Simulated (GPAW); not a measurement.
# B/Pd(100) in an electric field, part 2 of 2

Aim: the dipole that a field along the normal induces in B/Pd(100).

GPAW 26.7.0; GPAW, PAW setups; slab in vacuum, relaxation (the session's first sound run).

So far. Step 5 (Field on): The dipole is now -0.0735 e Å, against -0.029 in the run without a field.

## (8) In a field (continued)

The electrostatic potential energy of an electron (without an applied field's), less the Fermi level, planar mean oscillates, so the rows of the table below give means over windows of 2.03 Å about each position, cut where the curve ends. Its maxima inside the range that stand out by 2 % of the span (Å: eV): 9.9: -0.734, 12.0: -0.426, 14.0: -0.718, 16.1: 0.240. Its minima: 9.0: -18.9, 10.9: -19.2, 12.9: -19.4, 15.1: -19.8, 16.9: -10.4.

The electrostatic potential energy of an electron (without an applied field's), less the Fermi level, planar mean by z; means over each step:

z (Å), electrostatic potential energy of an electron (without an applied field's), less the Fermi level, planar mean (eV) and a bar from the least value:
```
     1.01        5.6 ##############################
     3.04        5.6 ##############################
     5.08        5.6 ##############################
     7.11        4.8 ############################
     9.14       -8.4 ##
    11.17       -8.8 #
    13.20       -9.0 
    15.23       -9.1 
    17.26       -2.1 ##############
    19.29        5.2 #############################
    21.32        5.3 #############################
    23.35        5.3 #############################
    25.38        5.3 #############################
```

The dipole is now 0.0153 e Å, against -0.029 in the run without a field.

## (9) In a field

Input file run.py:

```python
import json
import numpy as np
from ase import Atoms
from gpaw import GPAW, PW
from gpaw.external import ConstantElectricField

slab = Atoms(
    ['Pd', 'Pd', 'Pd', 'Pd', 'B'],
    positions=[
        [1.37532, 1.37532, 9.00000],
        [0.00000, 0.00000, 10.94500],
        [1.37532, 1.37532, 12.96469],
        [-0.00000, 0.00000, 15.02456],
        [0.00000, 0.00000, 16.88405]],
    cell=[[2.75065, 0.0, 0.0], [0.0, 2.75065, 0.0], [0.0, 0.0, 26.065]],
    pbc=[True, True, False])

slab.calc = GPAW(mode=PW(500), xc='PBE', kpts={'size': (11, 11, 1), 'gamma': True},
                 occupations={'name': 'fermi-dirac', 'width': 0.1}, nbands='200%',
                 convergence={'density': 1e-05}, maxiter=200,
                 poissonsolver={'dipolelayer': 'xy'},
                 external=ConstantElectricField(0.2, [0, 0, 1]),
                 symmetry={'tolerance': 1e-3}, txt='slab.txt')
result = {}
energy = slab.get_potential_energy()
fermi = slab.calc.get_fermi_level()
v = slab.calc.get_electrostatic_potential().mean((0, 1)) - fermi
n = slab.calc.get_pseudo_density().mean((0, 1))
L = slab.cell[2, 2]
z = np.arange(len(v)) * L / len(v)
low, high = slab.positions[:, 2].min(), slab.positions[:, 2].max()
below, above = np.interp([low - 6.8, high + 6.8], z, v)
slopes = [np.interp(x, z, np.gradient(v, z)) for x in (low - 6.8, high + 6.8)]
eps = np.array([[slab.calc.get_eigenvalues(k, s) for k in range(len(slab.calc.get_ibz_k_points()))]
                for s in range(slab.calc.get_number_of_spins())]) - fermi
top, bottom = eps[eps < 0].max(), eps[eps > 0].min()
dipole = slab.get_dipole_moment()[2]
print(f'energy {energy:.4f} eV, Fermi level {fermi:.4f} eV, dipole {dipole:.5f} e A')
print(f'potential 6.8 A off the faces, from the Fermi level: lower {below:.4f} eV, upper {above:.4f} eV')
print(f'slope of the potential there: lower {slopes[0]:.5f}, upper {slopes[1]:.5f} eV/A')
print(f'nearest levels on the mesh: {top:.4f} and {bottom:.4f} eV')
print('magnetic moment', round(slab.get_magnetic_moment(), 3))
result.update(energy=energy, fermi=fermi, dipole=dipole, below=below, above=above, slopes=slopes, edges=[top, bottom],
              z=z.tolist(), v=v.tolist(), n=n.tolist(), positions=slab.positions.tolist(),
              forces=slab.get_forces(apply_constraint=False).tolist(), moments=slab.get_magnetic_moments().tolist())
json.dump(result, open('result.json', 'w'))
```

Started as:

```console
> OMP_NUM_THREADS=1 OPENBLAS_NUM_THREADS=1 python run.py
```

Elapsed: 13 min, on 1 thread of Arm Neoverse V2, shared host; peak memory 0.63 GiB.

The dipole is now 0.0598 e Å, against -0.029 in the run without a field.

## (10) In a field

Edit run.py of step 9 so:

```diff
@@ -21,3 +21,3 @@
                  poissonsolver={'dipolelayer': 'xy'},
-                 external=ConstantElectricField(0.2, [0, 0, 1]),
+                 external=ConstantElectricField(0.3, [0, 0, 1]),
                  symmetry={'tolerance': 1e-3}, txt='slab.txt')
```

Elapsed: 13 min, on 1 thread; peak memory 0.63 GiB.

The electrostatic potential energy of an electron (without an applied field's), less the Fermi level, planar mean oscillates, so the rows of the table below give means over windows of 2.08 Å about each position, cut where the curve ends. Its maxima inside the range that stand out by 2 % of the span (Å: eV): 3.5: 6.77, 9.9: -0.119, 12.0: -0.213, 14.0: -0.910, 16.1: -0.380. Its minima: 9.0: -18.1, 10.9: -18.7, 12.9: -19.4, 15.1: -20.2, 16.9: -11.2.

The electrostatic potential energy of an electron (without an applied field's), less the Fermi level, planar mean by z; means over each step:

| z (Å) | electrostatic potential energy of an electron (without an applied field's), less the Fermi level, planar mean (eV) |
| --- | --- |
| 1.04 | 6.65 |
| 3.12 | 6.77 |
| 5.20 | 6.76 |
| 7.28 | 5.28 |
| 9.36 | -7.84 |
| 11.44 | -8.45 |
| 13.52 | -9.07 |
| 15.60 | -9.08 |
| 17.68 | -1.26 |
| 19.76 | 4.25 |
| 21.84 | 4.27 |
| 23.92 | 4.27 |

The dipole is now 0.104 e Å, against -0.029 in the run without a field.

## (11) The series

The members are put on one axis.

This step: induced dipole against applied field (GPAW 26.7.0).

The dipole along the normal by field:

| field (V/Å) | dipole along the normal (e·Å) |
| --- | --- |
| -0.200 | -0.118 |
| -0.100 | -0.0735 |
| -0.050 | -0.0513 |
| 0.000 | -0.0291 |
| 0.050 | -0.00689 |
| 0.100 | 0.0153 |
| 0.200 | 0.0598 |
| 0.300 | 0.104 |

## (12) What came out

| Property | Result |
| --- | --- |
| work function, upper and lower face | 5.779 and 5.084 eV |
| dipole along the normal | -0.0291 e Å |
| induced dipole per field | 0.444 e Å per V/Å |
| out-of-plane polarisability per area, α/(ε0 A) | 10.6 Å |

In words: The field induces 0.444 e Å per V/Å, a polarisable thickness α/(ε0 A) of 10.6 Å beside 7.88 Å between the outermost nuclei. A perfect conductor would give the distance between its two image planes; a dielectric of thickness t gives t(1 - 1/ε). The two faces differ by 0.70 eV, the step that the slab's dipole makes (e p/(ε0 A) gives 0.69 eV), so the dipole layer is needed. The induced dipole is linear in the field over this range. The cell of 7.57 Å² holds one B, started on one chosen site; other sites and coverages weren't tried. The in-plane lattice was kept as typed, which isn't the functional's own and leaves some strain; spin-orbit coupling and temperature are left out.

[Logs are printed without paths, hosts, clocks, repeated set-up lines and the standing remarks that a program may print on its own settings, such as how far it seeks lower states.]

[Hosts, paths, dates, database ids (printed as entryN), source tags and the programs' standing remarks are cut or masked in the printed files.]
